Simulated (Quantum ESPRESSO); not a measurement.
# Voltage at the next charge: Os(0001), 4 layers, one monolayer of H on top sites against an electrode

How the rows were computed: Quantum ESPRESSO 7.5, PBE, GBRV ultrasoft; ESM with bc3, a metal electrode 7.06 Å above the top atoms; cell area 6.502 Å²; ions fixed. V is the potential energy of an electron at the electrode over the slab's Fermi level, divided by e, so that it equals the work function at zero charge; positive charge removes electrons.

```tsv
charge (e a cell)	V (V)
0	6.033
0.0098	7.883
0.0195	9.719
```

To predict: What is V at a charge of 0.039 e, and what capacitance do the rows imply?

By hand: The last two rows give dV/dq = (9.719 − 7.883)/(0.0195 − 0.0098) = 189.3 V/e, so C = 1602/(6.502 × 189.3) = 1.30 µF/cm², an effective gap of 8.854/1.30 = 6.80 Å. At constant C, V = 9.719 + 189.3 × 0.0195 = 13.41 V.

**Check.** V = 13.421 V; the estimate misses by −0.01 V, 0.3 % of the step. Over the three intervals C goes 1.30, 1.30 and 1.30 µF/cm².

**Limits.** Vacuum fills the gap; a dielectric or electrolyte would change C. The slab is thin.

[Logs are printed without paths, hosts, clocks, repeated set-up lines and the standing remarks that a program may print on its own settings, such as how far it seeks lower states.]
